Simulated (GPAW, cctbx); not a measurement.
# What do these deviations say about the bonding?

Cd2P2Pb, P-3m1 (no. 164), a = 4.3839 Å, b = 4.3839 Å, c = 7.2009 Å, α = 90.00°, β = 90.00°, γ = 120.00°.

| atom | mult. | x | y | z |
| --- | --- | --- | --- | --- |
| Pb1 | 1 | 0 | 0 | 0 |
| Cd1 | 2 | 2/3 | 1/3 | 0.3610 |
| P1 | 2 | 1/3 | 2/3 | 0.2504 |

The cell comes from substitution in a known structure type and wasn't matched to any measured phase.

Absolute values of the static structure factors of the conventional cell from DFT (PBE, GPAW) against free spherical atoms, in electrons:

```
   hkl  d (Å)  free atoms  crystal
   001  7.201       20.01    20.07
   100  3.797       19.86    19.66
   002  3.600       35.68    35.25
   101  3.358      136.20   135.72
1 0 -1  3.358       65.18    65.54
   102  2.612       20.51    20.66
1 0 -2  2.612      154.76   154.69
   003  2.400      135.51   135.45
   110  2.192      161.17   160.99
   111  2.097       19.34    19.37
```

**Question.** Which way does charge move, and which reflections show it best?

Project each element's phase sum on the total phase. |F| rises if density moves to atoms that scatter in phase and falls if it moves to atoms that scatter against it; the rule is for low angles, since changes of shape take over beyond. Where all elements are in phase the terms compete, and the compactness of the donor's and the acceptor's density matters too.

| hkl | Pb in phase | Cd in phase | P in phase | change (e) | (%) |
| --- | --- | --- | --- | --- | --- |
| 001 | +1.0 | -1.3 | 0.0 | +0.06 | +0.3 |
| 100 | +1.0 | -1.0 | -1.0 | -0.19 | -1.0 |
| 002 | +1.0 | -0.3 | -2.0 | -0.43 | -1.2 |
| 101 | +1.0 | +2.0 | -1.7 | -0.48 | -0.4 |
| 1 0 -1 | +1.0 | -0.7 | +1.7 | +0.36 | +0.6 |
| 102 | +1.0 | -1.5 | +1.0 | +0.15 | +0.7 |
| 1 0 -2 | +1.0 | +1.9 | +1.0 | -0.07 | 0.0 |
| 003 | +1.0 | +1.7 | 0.0 | -0.06 | 0.0 |

Low-angle reflections that set elements apart and change by more than 0.05 e: 001, 100, 002, 101, 1 0 -1, 102 and 003. The signs fit a gain of density on P and a loss on Pb and Cd. The best witness is 002, -1.2 %, where P enters with -2.0. The real-space density agrees: Voronoi charges Pb +0.28, Cd +0.27, P -0.41 e. The shortest bond, Cd–P, has Δρ = +0.05 e/Å³ at its midpoint.

[Outputs are excerpts: Python notices, other lines and further rows are left out; steps that failed or that the build refused (PBEsol, TPSS) are not shown.]

[Logs are printed without paths, hosts, clocks, repeated set-up lines and the standing remarks that a program may print on its own settings, such as how far it seeks lower states.]
